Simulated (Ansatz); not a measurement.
**Moving the knobs of a GW run on GaN (P6_3mc)**

A base run on GaN (P6_3mc), then changed inputs.

Calculated with Ansatz 0.2.0; G0W0 on PBE, plane waves, PAW; PAW set soft_1.

The database entry behind the starting cell has ideal inner coordinates that were not refined, so it need not match the best structure at ambient conditions.

**1. The starting structure**

The structure is hexagonal, space group P6_3mc (No. 186). Conventional cell: a = 3.190 Å, b = 3.190 Å, c = 5.189 Å, α = 90.00°, β = 90.00°, γ = 120.00°. Ga has 4 N at 1.95 Å nearest. Nearest to N lie 4 Ga at 1.95 Å. Farther neighbours and most contacts between anions are not listed.

Structure file:

```cif
data_structure
_symmetry_space_group_name_H-M 'P 1'
_symmetry_Int_Tables_number 1
_cell_length_a 3.1900
_cell_length_b 3.1900
_cell_length_c 5.1890
_cell_angle_alpha 90.000
_cell_angle_beta 90.000
_cell_angle_gamma 120.000
_cell_volume 45.73
loop_
_atom_site_label
_atom_site_type_symbol
_atom_site_fract_x
_atom_site_fract_y
_atom_site_fract_z
_atom_site_occupancy
Ga1 Ga 0.66667 0.33333 0.00000 1
Ga2 Ga 0.33333 0.66667 0.50000 1
N3 N 0.66667 0.33333 0.37500 1
N4 N 0.33333 0.66667 0.87500 1
```

The cell and positions come from the Crystallography Open Database and are kept as given unless a step says otherwise.

**2. The base run: 6×6×4 mesh, 103 empty bands, screening to 100 eV, PAW set soft_1 files**

G0W0 replaces the xc potential by the self-energy, built once from these orbitals. Only a window of levels is corrected, while the sums run over the empty bands that the input names. This step takes PAW set soft_1 files.

input.yaml

```yaml
crystal:
  lattice:
    - [3.19, 0.0, 0.0]
    - [-1.595, 2.7626210381, 0.0]
    - [0.0, 0.0, 5.189]
  atoms:
    - { symbol: Ga, position: [0.6666666667, 0.3333333333, 0.0] }
    - { symbol: Ga, position: [0.3333333333, 0.6666666667, 0.5] }
    - { symbol: "N", position: [0.6666666667, 0.3333333333, 0.375] }
    - { symbol: "N", position: [0.3333333333, 0.6666666667, 0.875] }
kpoints:
  mp_grid: { grid: [6, 6, 4] }
hamiltonian:
  xc: pbe
  pseudopotentials: { kind: paw, azcp: { folder: soft_1 } }
scf:
  occupations: { method: fixed }
gw:
  n_empty_bands: 103
  ecut_chi: 100
  qp_bands: [v2, c2]
  qp_kpoints: band_edges
  screening: { model: contour_deformation }
```

Launch:

```console
$ ansatz run input.yaml --threads 3 --pin off --max-ram 92160MiB --backend cuda --events-out ev --progress --plain --runs-dir out --devices 1 --max-vram 13GiB
```

Numbers of over 12 decimals in the logs are rounded to 6 here.

The program printed:

```text
GPUs: using 1 of 1 available (devices: 1).
Engine: ansatz 0.2.0, x86_64-unknown-linux-gnu
Pseudopotentials: kind: paw
Pseudopotential: Ga, paw, valence charge 13, recommended cutoff 420 eV (normal), soft_1/Ga.paw.azcp
Pseudopotential: N, paw, valence charge 5, recommended cutoff 420 eV (normal), soft_1/N.paw.azcp
Functional definition: PBE
  parameter kappa = 0.804
  parameter beta = 0.066725
  exchange = pbe_x(kappa = kappa, mu = beta*pi^2/3)
  correlation = pbe_c(beta = beta)
device memory: the entry about to start is reckoned to put 0.6 GiB on a device that reports 45.9 GiB free (of which the cap on the GPU budget leaves the run 13.0 GiB)
GPU FFT provider: cuFFT
GPU libraries: cuBLAS 13.8.2, cuFFT 12.4.0, cuSOLVER 12.3.4
Crystal: 4 atoms, lattice volume = 45.729 Å³
Basis set: ecut = 420 eV, 917 PW (Γ)
Bands: 22, of which v1, the nominal top of the filled ones, is band 18 counted from 1 (17 counted from 0)
Symmetry: 12 space group operations
Space group: P63mc (ITA 186), of the structure as read, at distance tolerance 3.6e-5 Å
k-points: 21 of 144 (time reversal used)
Non-local potential: Ga, projectors of the file, l = 0: 2, l = 1: 2, l = 2: 3, l = 3: 1
Non-local potential: N, projectors of the file, l = 0: 2, l = 1: 2, l = 2: 1
PAW form: soft (Blöchl's): semilocal exchange-correlation on the pseudo side does not see the compensation charge
PAW one-centre angular grid: Ga, 590 points (default); XC on 64 Gauss nodes
PAW one-centre angular grid: N, 110 points (default); XC on 64 Gauss nodes
Initial density: superposition of atomic densities (chi_scale 0.1, normalization cell, long waves kept (reshape's long-wave potential 0.00 eV rms))
Initial wavefunctions: pseudopotential atomic-orbital guess
GPU buffer pool allocated for 20736 grid points (all kernels)
GPU transforms: local potential and band sums: pruned to the plane-wave sphere, on 24×24×36
Functional: x = pbe(κ = 0.804, μ = 0.219515), c = pbe(β = 0.066725)
SCF iter   1: F=—  HF=-8337.203660 eV  |F-HF|=—  |Δ(HF+E_count)|=         —  Δρ=1.13e-1  dr2=5.09e0  ethr=3.10e-3  ⟨swp⟩=4.0  Hψ=1676  notcnv=0  defer=6
preconditioner: auto → Resta (q_TF=auto, 2.622 Å⁻¹)  ε∞=4.8  [insulator: Δε(μ)=2.712 eV  Ē_g=16.854 eV  n_scr=22 (ndim 8)  ℏωp=32.9 eV  f_vac=0.000  ε∞_Penn≈4.8]
SCF iter   2: F=—  HF=-8335.919140 eV  |F-HF|=—  |Δ(HF+E_count)|=    1.28e0  Δρ=4.68e-2  dr2=5.39e-1  ethr=3.10e-3  ⟨swp⟩=2.0  Hψ=1077  notcnv=0  defer=17
SCF iter   3: F=—  HF=-8335.833719 eV  |F-HF|=—  |Δ(HF+E_count)|=   8.54e-2  Δρ=1.84e-2  dr2=1.11e-1  ethr=1.50e-3  ⟨swp⟩=2.0  Hψ=674  notcnv=0  defer=40
SCF iter   4: F=—  HF=-8335.820793 eV  |F-HF|=—  |Δ(HF+E_count)|=   1.29e-2  Δρ=3.22e-3  dr2=5.86e-3  ethr=3.10e-4  ⟨swp⟩=3.0  Hψ=881  notcnv=0  defer=40
[...]
E_nonlocal   = -109.339116
  E_hartree    = 1792.821324
  E_xc         = -244.713228
  E_vxc        = -261.990450  (∫ρ·V_xc dr)
  E_paw        = -4249.358194  (= ΣΔE_a)
  E_vpaw       = -872.461541  (= ΣTr[D̂ρ^β])
  E_aug_tail   = 0.001510  (compensation charges beyond the density's cutoff)
  E_ewald      = -3172.508547
  E_smearing   = -0.000000  (= −TS)
  E_closure    = -0.000000  (closes the sum)
  Σ components = -8335.821065   (vs F -8335.821065, Δ=0.00e0)
--- Band table (eV; the first three rows and the last of 21) ---
  k-point 0: bands = [... 14 lower, 8.6362, 9.6161, 9.6804, 9.6804, 11.5708, 13.9224, 18.8640, 19.5628]
  k-point 1: bands = [... 14 lower, 8.7826, 8.7826, 9.5208, 9.5208, 12.7681, 14.0264, 18.4765, 19.2403]
  k-point 2: bands = [... 14 lower, 9.1450, 9.1450, 9.1450, 9.1450, 13.9058, 13.9058, 18.1603, 18.1603]
  k-point 20: bands = [... 14 lower, 5.5091, 5.5091, 8.1880, 8.1880, 16.0948, 16.0948, 16.9773, 16.9773]
--- G₀W₀: contour deformation, 6 samples at zero and on the imaginary axis and 2 off it, 144 q-points, 103 empty bands' worth ---
  eigenvalues of the whole cell's RPA ε∞ on this k-mesh (on a slab, of 1 + 4πα/V) = 5.9989, 6.0419, 6.0419; static W/v taken at q = 0 is 0.165842
  bands read: the sum over 121 bands ends inside a degenerate multiplet in 9 slots, whose members it reads at an even weight; the widest, k=2: bands 121 to 124 (counted from 1) at 1/4 each
  gw.qp_kpoints: band_edges: 15 of 21 stored k-points solved, in 1 pass; an edge of the gap read off the rows below is read off those points alone
    valence top: of the k-points left out ik 12 came nearest to being solved in a further pass, in band 18 (counted from 1, as in the quasiparticle table): it holds the edge there only if its correction is more favourable than any solved in that band by at least 0.924 eV; those differ by 0.332 eV
    conduction bottom: of the k-points left out ik 12 came nearest to being solved in a further pass, in band 19 (counted from 1, as in the quasiparticle table): it holds the edge there only if its correction is more favourable than any solved in that band by at least 2.604 eV; those differ by 0.631 eV
    ik  band        ε_KS         Σx   Σc(E_QP)       V_xc       Z   E_QP_lin       E_QP  E_QP is
     0    17      9.6804   -23.8574     3.2140   -20.2303  0.7720     9.2650     9.2673  root
     0    18      9.6804   -23.8574     3.2140   -20.2303  0.7720     9.2650     9.2673  root
     0    19     11.5708   -11.5392    -3.5399   -15.7696  0.8061    12.2667    12.2612  root
     0    20     13.9224   -10.1834    -4.3110   -15.2907  0.8110    14.7276    14.7187  root
     1    17      9.5208   -23.7219     3.2575   -20.0301  0.7716     9.0839     9.0865  root
     1    18      9.5208   -23.7219     3.2575   -20.0301  0.7716     9.0839     9.0865  root
     1    19     12.7681   -12.2078    -3.5205   -16.4935  0.7969    13.5407    13.5333  root
     1    20     14.0264   -10.1639    -4.3305   -15.3102  0.8080    14.8516    14.8421  root
[...]
20    17      8.1880   -22.2764     3.4881   -18.2403  0.7663     7.6352     7.6400  root
    20    18      8.1880   -22.2764     3.4881   -18.2403  0.7663     7.6352     7.6400  root
    20    19     16.0948    -9.5392    -4.6651   -14.9797  0.8054    16.8802    16.8702  root
    20    20     16.0948    -9.5392    -4.6651   -14.9797  0.8054    16.8802    16.8702  root
[key lines of the parts left out:]
SCF converged after 9 iterations
Free energy (F): -8335.821065 eV
Fermi energy:    9.680356 eV
```

It took 16 s on 1 × NVIDIA H100 80GB HBM3 (shared by 6 runs) with 3 threads of AMD EPYC 7R13 (Zen 3), shared host; peak memory 1.1 GiB.

Numbers from this step:

| Quantity | Value |
| --- | --- |
| bands summed | 121 |
| RPA ε∞ on this mesh (eigenvalues) | 5.999, 6.042, 6.042 |
| plane waves in the screening matrix | 99 |
| q-points in the mesh | 144 |
| G0W0 gap on the mesh | 2.994 eV |
| k of the valence top | 0, 0, 0 |
| k of the conduction bottom | 0, 0, 0 |
| starting gap on the mesh | 1.890 eV |
| Z at the valence top | 0.7720 |
| Z at the conduction bottom | 0.8061 |
| least direct G0W0 gap on the computed points | 2.994 eV |

The gap on the mesh goes from 1.89 eV to 2.99 eV, a correction of +1.10 eV. Between the two edge states, bare exchange in place of the xc potential would open the gap by 7.86 eV, and correlation takes back 6.75 eV.

**3. Variant: wavefunction cutoff**

Changes to input.yaml since step 2:

```diff
@@ -23 +23,3 @@
   screening: { model: contour_deformation }
+basis:
+  ecutwfc: 600
```

The program printed:

```text
GPUs: using 1 of 1 available (devices: 1).
[...]
GPU FFT provider: cuFFT
GPU libraries: cuBLAS 13.8.2, cuFFT 12.4.0, cuSOLVER 12.3.4
Crystal: 4 atoms, lattice volume = 45.729 Å³
Basis set: ecut = 600 eV, 1521 PW (Γ)
Bands: 22, of which v1, the nominal top of the filled ones, is band 18 counted from 1 (17 counted from 0)
[... 1 set-up line as in the run before ...]
[...]
k-points: 21 of 144 (time reversal used)
[...]
GPU buffer pool allocated for 32805 grid points (all kernels)
[...]
SCF iter   1: F=—  HF=-8337.214155 eV  |F-HF|=—  |Δ(HF+E_count)|=         —  Δρ=1.13e-1  dr2=5.10e0  ethr=3.10e-3  ⟨swp⟩=4.0  Hψ=1655  notcnv=0  defer=9
[...]
SCF iter   9: F=-8335.830238 eV  HF=-8335.830238 eV  |F-HF|=4.91e-9  |Δ(HF+E_count)|=   1.92e-7  Δρ=3.17e-6  dr2=4.92e-9  ethr=2.78e-10  ⟨swp⟩=4.0  Hψ=1512  notcnv=0
SCF 1 converged in 9 iterations: F = -8335.830238 eV  dr2 = 4.92e-9
[...]
NSCF: frozen V_eff on 21 k-points, pencils in batches of 32, up to order 88
[...]
NSCF: frozen V_eff on 21 k-points
G₀W₀ screening: q 1/21
[... further progress lines ...]
SCF converged after 9 iterations
Free energy (F): -8335.830238 eV
[...]
Internal energy: -8335.830238 eV  (E = F + TS)
E sigma→0 (E₀):  -8335.830238 eV
Fermi energy:    9.679008 eV
[...]
--- Band table (eV; the first three rows and the last of 21) ---
  k-point 0: bands = [... 14 lower, 8.6355, 9.6152, 9.6790, 9.6790, 11.5707, 13.9222, 18.8631, 19.5620]
  k-point 1: bands = [... 14 lower, 8.7816, 8.7816, 9.5196, 9.5196, 12.7678, 14.0262, 18.4757, 19.2396]
  k-point 2: bands = [... 14 lower, 9.1439, 9.1439, 9.1439, 9.1439, 13.9055, 13.9055, 18.1594, 18.1594]
  k-point 20: bands = [... 14 lower, 5.5081, 5.5081, 8.1873, 8.1873, 16.0942, 16.0942, 16.9760, 16.9760]
[...]
0    17      9.6790   -23.8564     3.2134   -20.2293  0.7720     9.2630     9.2652  root
     0    18      9.6790   -23.8564     3.2134   -20.2293  0.7720     9.2630     9.2652  root
     0    19     11.5707   -11.5381    -3.5399   -15.7683  0.8061    12.2664    12.2610  root
     0    20     13.9222   -10.1822    -4.3109   -15.2892  0.8110    14.7270    14.7182  root
     1    17      9.5196   -23.7210     3.2569   -20.0290  0.7716     9.0819     9.0845  root
     1    18      9.5196   -23.7210     3.2569   -20.0290  0.7716     9.0819     9.0845  root
     1    19     12.7678   -12.2067    -3.5208   -16.4925  0.7969    13.5402    13.5328  root
     1    20     14.0262   -10.1630    -4.3305   -15.3088  0.8080    14.8510    14.8415  root
[...]
20    17      8.1873   -22.2763     3.4875   -18.2400  0.7664     7.6337     7.6385  root
    20    18      8.1873   -22.2763     3.4875   -18.2400  0.7664     7.6337     7.6385  root
    20    19     16.0942    -9.5374    -4.6649   -14.9773  0.8055    16.8791    16.8692  root
    20    20     16.0942    -9.5374    -4.6649   -14.9773  0.8055    16.8791    16.8692  root
```

Run time: 13 s. Hardware: 1 × NVIDIA H100 80GB HBM3 (shared by 6 runs) with 3 threads; peak memory 1.2 GiB.

The G0W0 gap on the mesh is 2.996 eV.

Against the base:

```csv
setting,base,variant
typed cutoff,-,600
```

```csv
quantity,variant,base
starting gap on the mesh,1.892,1.890
G0W0 gap on the mesh,2.996,2.994
least direct G0W0 gap on the computed points,2.996,2.994
Z at the valence top,0.772,0.772
Z at the conduction bottom,0.806,0.806
```

**4. Results**

- base: 2.99 eV, 16 s
- wavefunction cutoff: 3.00 eV, 13 s

Wavefunction cutoff: the gap moves by +0.002 eV (the plane-wave cutoff goes from 420 to 600 eV). All runs here use a coarse mesh and modest cutoffs; they test settings and are not final values. The many-body steps are scalar-relativistic: spin-orbit coupling is not in them.

[Paths, hosts, dates, memory and timing lines, banners, echoed tables and standing remarks are left out of the program output.]

[Logs are printed without paths, hosts, clocks, repeated set-up lines and the standing remarks that a program may print on its own settings, such as how far it seeks lower states.]

[Runs of the session that timed out or met a known fault of the program may be left out.]

[Cells called generated may have been cut or substituted from an entry of the Crystallography Open Database or the Materials Project.]

[Hosts, paths, dates, database ids (printed as entryN), source tags and the programs' standing remarks are cut or masked in the printed files.]
